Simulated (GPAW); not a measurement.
# Does MnW8S18 (WS227 Mn1) carry moments in GPAW?, part 2 of 2

Wanted: the moments of MnW8S18 (WS227 Mn1) and the energy gained by spin polarisation.

GPAW 26.7.0; PBE; plane waves with GPAW's PAW setups, scalar-relativistic.

So far. Step 2 (Run 1 (ferro +)): After 40 cycles the largest moment stands at 1.25 μB.

### Step 3. Start 2: no spin polarisation

This run holds no moments, which gives a state to set the others against.

nospin.py

```python
import json
import numpy as np
from ase import Atoms
from ase.parallel import paropen, parprint
from gpaw import GPAW

atoms = Atoms(['Mn', 'S', 'S', 'W', 'S', 'S', 'W', 'S', 'S', 'W', 'S', 'S', 'W', 'S', 'S', 'W', 'S', 'S', 'W', 'S', 'S', 'W', 'S', 'S', 'W', 'S', 'S'],
    cell=[[9.459, 0.0, 0.0],
         [-4.7295, 8.191734, 0.0],
         [0.0, -0.0, 16.14]],
    scaled_positions=[[0.0, 0.0, 0.5],
         [0.222222, 0.111111, 0.597274],
         [0.222222, 0.111111, 0.402726],
         [0.0, 0.333333, 0.5],
         [0.222222, 0.444444, 0.597274],
         [0.222222, 0.444444, 0.402726],
         [0.0, 0.666667, 0.5],
         [0.222222, 0.777778, 0.597274],
         [0.222222, 0.777778, 0.402726],
         [0.333333, 0.0, 0.5],
         [0.555556, 0.111111, 0.597274],
         [0.555556, 0.111111, 0.402726],
         [0.333333, 0.333333, 0.5],
         [0.555556, 0.444444, 0.597274],
         [0.555556, 0.444444, 0.402726],
         [0.333333, 0.666667, 0.5],
         [0.555556, 0.777778, 0.597274],
         [0.555556, 0.777778, 0.402726],
         [0.666667, 0.0, 0.5],
         [0.888889, 0.111111, 0.597274],
         [0.888889, 0.111111, 0.402726],
         [0.666667, 0.333333, 0.5],
         [0.888889, 0.444444, 0.597274],
         [0.888889, 0.444444, 0.402726],
         [0.666667, 0.666667, 0.5],
         [0.888889, 0.777778, 0.597274],
         [0.888889, 0.777778, 0.402726]],
    pbc=True)
atoms.calc = GPAW(mode={'name': 'pw', 'ecut': 450},
    xc='PBE',
    kpts={'size': (4, 4, 1), 'gamma': True},
    occupations={'name': 'fermi-dirac', 'width': 0.05},
    convergence={'density': 1e-05, 'energy': 1e-05},
    maxiter=200,
    mixer={'name': 'pulay', 'beta': 0.05, 'nmaxold': 6, 'weight': 50},
    symmetry={'tolerance': 1e-4},
    txt='nospin.txt')
e = atoms.get_potential_energy(force_consistent=True)
res = {'free_energy': e, 'energy_sigma0': atoms.get_potential_energy(), 'fermi_energy': atoms.calc.get_fermi_level()}
parprint(f'free energy: {e:.6f} eV')
atoms.calc.write('nospin.gpw')
with paropen('results.json', 'w') as f:
    json.dump(res, f)
```

On the command line:

```console
OMP_NUM_THREADS=1 mpirun -n 4 gpaw python nospin.py > nospin.log
```

Numbers of over 12 decimals in the logs are rounded to 6 here.

Log:

```text
free energy: -196.106586 eV

--- nospin.txt ---
Input parameters:
  mode=PW(ecut=450),
  convergence={'density': 1e-05, 'energy': 1e-05},
  kpts=MonkhorstPack(size=(4, 4, 1), gamma=True),
  maxiter=200,
  mixer=Pulay(name='pulay', nmaxold=6, beta=0.05, weight=50, sigma=0.015, g_ss=None),
  occupations=Occupations(name='fermi-dirac', width=0.05),
  symmetry=Symmetry(tolerance=0.0001),
  xc=XC(name='PBE')

Diagonalizing LCAO Hamiltonian
Converting LCAO to pw mode

               S      S       S
                 S       S      S
          W       W       W
                   S       S       S
             W S    W S     W S
               MnS     W S    W S

                   S       S       S

Atoms  # Å, Bohr magnetons
|    | symbol |         x |        y |        z |    initial magnetic moments |
|----|--------|-----------|----------|----------|-----------------------------|
|  0 |     Mn |  0.000000 | 0.000000 | 8.070000 | ( 0.0000,  0.0000,  0.0000) |
|  1 |      S |  1.576498 | 0.910192 | 9.640002 | ( 0.0000,  0.0000,  0.0000) |
|  2 |      S |  1.576498 | 0.910192 | 6.499998 | ( 0.0000,  0.0000,  0.0000) |
|  3 |      W | -1.576498 | 2.730575 | 8.070000 | ( 0.0000,  0.0000,  0.0000) |
|  4 |      S |  0.000000 | 3.640767 | 9.640002 | ( 0.0000,  0.0000,  0.0000) |
|  5 |      S |  0.000000 | 3.640767 | 6.499998 | ( 0.0000,  0.0000,  0.0000) |
|  6 |      W | -3.153002 | 5.461159 | 8.070000 | ( 0.0000,  0.0000,  0.0000) |
|  7 |      S | -1.576503 | 6.371350 | 9.640002 | ( 0.0000,  0.0000,  0.0000) |
|  8 |      S | -1.576503 | 6.371350 | 6.499998 | ( 0.0000,  0.0000,  0.0000) |
|  9 |      W |  3.152997 | 0.000000 | 8.070000 | ( 0.0000,  0.0000,  0.0000) |
| 10 |      S |  4.729505 | 0.910192 | 9.640002 | ( 0.0000,  0.0000,  0.0000) |
| 11 |      S |  4.729505 | 0.910192 | 6.499998 | ( 0.0000,  0.0000,  0.0000) |
| 12 |      W |  1.576498 | 2.730575 | 8.070000 | ( 0.0000,  0.0000,  0.0000) |
| 13 |      S |  3.153006 | 3.640767 | 9.640002 | ( 0.0000,  0.0000,  0.0000) |
| 14 |      S |  3.153006 | 3.640767 | 6.499998 | ( 0.0000,  0.0000,  0.0000) |
| 15 |      W | -0.000005 | 5.461159 | 8.070000 | ( 0.0000,  0.0000,  0.0000) |
| 16 |      S |  1.576503 | 6.371350 | 9.640002 | ( 0.0000,  0.0000,  0.0000) |
| 17 |      S |  1.576503 | 6.371350 | 6.499998 | ( 0.0000,  0.0000,  0.0000) |
| 18 |      W |  6.306003 | 0.000000 | 8.070000 | ( 0.0000,  0.0000,  0.0000) |
| 19 |      S |  7.882502 | 0.910192 | 9.640002 | ( 0.0000,  0.0000,  0.0000) |
| 20 |      S |  7.882502 | 0.910192 | 6.499998 | ( 0.0000,  0.0000,  0.0000) |
| 21 |      W |  4.729505 | 2.730575 | 8.070000 | ( 0.0000,  0.0000,  0.0000) |
| 22 |      S |  6.306003 | 3.640767 | 9.640002 | ( 0.0000,  0.0000,  0.0000) |
| 23 |      S |  6.306003 | 3.640767 | 6.499998 | ( 0.0000,  0.0000,  0.0000) |
| 24 |      W |  3.153002 | 5.461159 | 8.070000 | ( 0.0000,  0.0000,  0.0000) |
| 25 |      S |  4.729500 | 6.371350 | 9.640002 | ( 0.0000,  0.0000,  0.0000) |
| 26 |      S |  4.729500 | 6.371350 | 6.499998 | ( 0.0000,  0.0000,  0.0000) |

Unit cell  # Å
| periodic |         x |         y |         z |   lengths |     angles |
|----------|-----------|-----------|-----------|-----------|------------|
|      yes |  9.459000 |  0.000000 |  0.000000 |  9.459000 |  90.000000 |
|      yes | -4.729500 |  8.191734 |  0.000000 |  9.459000 |  90.000000 |
|      yes |  0.000000 | -0.000000 | 16.140000 | 16.140000 | 120.000001 |

Number of symmetries: 12

BZ-sampling:
  Number of BZ points: 16
  Number of IBZ points: 4

  Monkhorst-Pack size: [4, 4, 1]
  Monkhorst-Pack shift: [0.125, 0.125, 0.0]

Plane wave coefficients: 27199
Cutoff: 450.000000 eV

Spin-components: 1 (collinear spins)
Bands:           145
Projectors:      144
Spin-degeneracy: 2
Datatype:        complex128

Parallelization:
  kpt:    4
  domain: 1
  band:   1

Density:
  Valence electrons: 235.0
  Components: 1
  Grid points: [48 48 80]
  Charge: 0.0  # |e|

Potential:
  Grid points: [48 48 80]

[... setups left out ...]
Reference energy: -3737124.619469  # eV

eigensolver:
  PPCG
  Converge bands: occupied
  niter=2

density mixing:
  Pulay-Mixer
  Linear mixing parameters: 0.05
  Old densities: 6
  Fourier metric: weight=50, sigma=0.015

occupation numbers:
  Fermi-Dirac:
    width: 0.0500  # eV

poisson solver:
  ecut: 3600.000000  # eV

xc functional:
  name: PBE with 2 nearest neighbor stencil

convergence criteria:
- Maximum integral of absolute [dens]ity change: 1e-05 electrons / valence electron
- Maximum [total energy] change in last 3 cyles: 1e-05 eV / valence electron
- Maximum integral of absolute [eigenst]ate change: 4e-08 eV^2 / valence electron
maximum number of iterations: 200

SCF iterations
|iter     |      energy | eigst |  dens |
|---------|-------------|-------|-------|
|iter:   1|       0s | -198.736217 | +0.36 |       |
|iter:   2|       8s | -198.600462 | -0.74 | -1.13 |
|iter:   3|      16s | -198.126228 | -1.74 | -1.23 |
|iter:   4|      24s | -196.546401 | -1.52 | -1.26 |
|iter:   5|      32s | -196.054230 | -1.46 | -1.43 |
|iter:   6|      40s | -196.176846 | -1.72 | -1.63 |
|iter:   7|      48s | -196.146766 | -2.89 | -1.95 |
|iter:   8|      56s | -196.064372 | -2.51 | -2.05 |
|iter:   9|      64s | -196.063074 | -3.39 | -2.67 |
|iter:  10|      72s | -196.063651c| -3.94 | -2.70 |
|iter:  11|      80s | -196.063497c| -4.23 | -2.86 |
|iter:  12|      88s | -196.063793c| -4.35 | -2.99 |
|iter:  13|      97s | -196.063790c| -4.69 | -3.20 |
|iter:  14|     105s | -196.063747c| -4.91 | -3.34 |
|iter:  15|     112s | -196.063775c| -5.13 | -3.44 |
|iter:  16|     120s | -196.063808c| -5.30 | -3.53 |
|iter:  17|     128s | -196.063793c| -5.49 | -3.71 |
|iter:  18|     136s | -196.063762c| -5.59 | -3.83 |
|iter:  19|     144s | -196.063763c| -5.90 | -4.03 |
|iter:  20|     152s | -196.063778c| -5.97 | -4.06 |
|iter:  21|     161s | -196.063779c| -6.25 | -4.52 |
|iter:  22|     169s | -196.063778c| -6.43 | -4.58 |
|iter:  23|     177s | -196.063779c| -6.64 | -4.75 |
|iter:  24|     185s | -196.063778c| -6.81 | -4.76 |
|iter:  25|     194s | -196.063778c| -6.99 | -4.81 |
|iter:  26|     202s | -196.063778c| -7.12 | -4.87 |
|iter:  27|     210s | -196.063778c| -7.32 | -5.30c|
|iter:  28|     215s | -196.063778c| -7.45c| -5.49c|

Converged in 28 steps
Energy contributions relative to reference atoms: (reference = -3737124.619469)

Energy contributions:
  Kinetic:         143.867223
  Coulomb:        -161.390942
  Zero:              1.068614
  External:          0.000000
  Xc:             -179.565864
  Entropy:          -0.085617
  Spinorbit:         0.000000
  ----------------------------
  Free energy:    -196.106586
  Extrapolated:   -196.063778

dipole moment: (-13.795034, -98.105866, 0.000155)  # |e|*Ang

Fermi level: 0.775
Eigenvalues  # (at kpt = [0.000, 0.000, 0.000])
| band index |      eig [eV] | occ [0-2] |
|------------|---------------|-----------|
|          0 |       -79.469 |     2.000 |
|        ... |               |           |
|        110 |        -1.731 |     2.000 |
|        111 |        -1.642 |     2.000 |
|        112 |        -1.642 |     2.000 |
|        113 |        -1.585 |     2.000 |
|        114 |        -0.689 |     2.000 |
|        115 |        -0.562 |     2.000 |
|        116 |        -0.562 |     2.000 |
|        117 |         0.599 |     1.942 |
|        118 |         1.018 |     0.015 |
|        119 |         1.018 |     0.015 |
|        120 |         1.330 |     0.000 |
|        121 |         1.330 |     0.000 |
|        122 |         1.486 |     0.000 |
|        123 |         1.767 |     0.000 |
|        124 |         2.110 |     0.000 |
|        125 |         2.112 |     0.000 |
|        ... |               |           |
|        144 |         3.435 |     0.000 |

No gap
No difference between direct/indirect transitions
```

Elapsed: 3.9 min, on 4 MPI ranks of AMD EPYC 7B13 (Zen 3), shared host; peak memory 2.7 GiB.

This step gave:

```
final state : non-magnetic (no spin polarisation)
```

It lies 77.3 meV a seeded atom over the first start.

### Step 4. Energies of the orders

These are free energies at a smearing of 0.05 eV, so its entropy term is in the differences. They are divided by the number of seeded atoms, so that cells of unlike size compare.

Orders:

| start | final state | typed order kept | energy over the lowest (meV a seeded atom) | largest site moment (μB) | net moment (μB a primitive cell) | mesh matched | CPU time (s) |
| --- | --- | --- | --- | --- | --- | --- | --- |
| ferro + | ferromagnetic | yes | 0 | 1.248 | 0.9991 | yes | 2264 |
| no spin polarisation | non-magnetic | - | 77.28 | 0 | 0 | yes | 934.5 |

### Step 5. Summary of results

```yaml
lower_run: with moments
largest_site_moment: 1.25 μB
energy_gained_by_spin_polarisation: 77.3 meV a seeded atom
```

What this shows: The crystal holds moments, up to 1.25 μB, and gains 77.3 meV a seeded atom by them. No antiferromagnetic order was tried, so the session says nothing on how the moments order.

[Logs and program files are shortened in this print: banners, set-up blocks, solver, clock and traceback lines can be left out without a mark of their own.]

[Logs are printed without paths, hosts, clocks, repeated set-up lines and the standing remarks that a program may print on its own settings, such as how far it seeks lower states.]

[Hosts, paths, dates, database ids (printed as entryN), source tags and the programs' standing remarks are cut or masked in the printed files.]

[Where a cell is said to come from a database of computed structures, the database is the Materials Project.]

[Lattice constants of own cells that a recipe calls measured were typed without a cited source.]
